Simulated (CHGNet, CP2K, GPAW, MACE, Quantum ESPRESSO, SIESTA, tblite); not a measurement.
**A faulty GPAW run on random fcc alloy of Ir and Pd (108 atoms)**

Program: GPAW 26.7.0, a calculation on a cell of 40 Pd and 68 Ir, 14.4 Å³ an atom.

Contents of run.py:

```python
import numpy as np
from ase.io import read
from gpaw import GPAW, FermiDirac

atoms = read("structure.xyz")
atoms.calc = GPAW(
    mode="lcao",
    basis="dzp",
    h=0.2,
    xc="PBE",
    kpts={"size": (1, 1, 1), "gamma": True},
    occupations=FermiDirac(0.05),
    maxiter=60,
    symmetry={"point_group": False},
    nbands=469,
    txt="gpaw.txt",
)
energy = atoms.get_potential_energy(force_consistent=True)
forces = atoms.get_forces()
print(f"energy {energy:.6f} eV")
print("forces (eV/A)")
for i, (a, f) in enumerate(zip(atoms, forces)):
    print(f"{i:4d} {a.symbol:2s} {f[0]:10.5f} {f[1]:10.5f} {f[2]:10.5f}")
print(f"Fermi level {atoms.calc.get_fermi_level():.4f} eV")
for k in range(len(atoms.calc.get_ibz_k_points())):
    for s in range(atoms.calc.get_number_of_spins()):
        e = atoms.calc.get_eigenvalues(kpt=k, spin=s)
        n = np.searchsorted(e, atoms.calc.get_fermi_level())
        print(f"k {k} spin {s} levels about the Fermi level:", np.round(e[max(n - 6, 0):n], 4).tolist(), "|", np.round(e[n:n + 6], 4).tolist())
```

Contents of structure.xyz:

```xyz
108
Lattice="11.57370 0.00000 0.00000 0.00000 11.57370 0.00000 0.00000 0.00000 11.57370" Properties=species:S:1:pos:R:3 pbc="T T T"
Pd 11.52972 11.55541 11.55750
Pd 11.56189 1.94843 1.89913
Ir 1.91996 0.00023 1.91718
Pd 1.93072 1.88327 0.00775
Pd 11.56791 0.03923 3.83911
Pd 0.01018 1.91938 5.76798
Ir 1.94415 11.50194 5.79079
Ir 1.92309 1.91823 3.82360
Ir 0.02419 0.00683 7.72973
Pd 0.04479 1.91961 9.67179
[... 94 atom lines left out ...]
Pd 7.64767 7.69686 7.70751
Pd 7.66723 9.67446 9.61393
Pd 9.63175 7.76040 9.63198
Ir 9.62608 9.68198 7.73632
```

On the command line:

```console
$ OMP_NUM_THREADS=1 python run.py > output.txt
```

Output:

```text
ValueError: Too few bands!  Electrons: 1660.0, bands: 469
```

gpaw.txt:

```text
Input parameters:
  mode=LCAO(),
  basis={'default': 'dzp'},
  h=0.2,
  kpts=MonkhorstPack(size=(1, 1, 1), gamma=True),
  maxiter=60,
  nbands=469,
  occupations=Occupations(name='fermi-dirac', width=0.05, fixmagmom=False),
  symmetry=Symmetry(point_group=False),
  xc=XC(name='PBE')
timing:  # [seconds]
  Total: 0.146  # ━━━━━━━━━━━━━━━━━━━━━━━━━━━━━━━━━━━━━━━━━━━━━━━━━━━━━━━━━━━
  Init:  0.125  # ━━━━━━━━━━━━━━━━━━━━━━━━━━━━━━━━━━━━━━━━━━━━━━━━━━╸
```

Wall time 1.3 s (1 thread of Arm Neoverse V2, shared host); peak memory 0.11 GiB.

Banners, paths, timers and routine set-up lines are dropped from the logs unmarked, and long logs keep their key lines alone; longer cuts are marked.

Q: Find the fault and mend it.

Too few bands: bands 469. Mend: ask for at least half as many bands as electrons, and some more for the smearing.

The program stopped at the start.

[Also dropped from logs without a mark: logging warnings of Python, and SIESTA's first energy breakdown and zero terms.]

[Logs are printed without paths, hosts, clocks, repeated set-up lines and the standing remarks that a program may print on its own settings, such as how far it seeks lower states.]

[Hosts, paths, dates, database ids (printed as entryN), source tags and the programs' standing remarks are cut or masked in the printed files.]
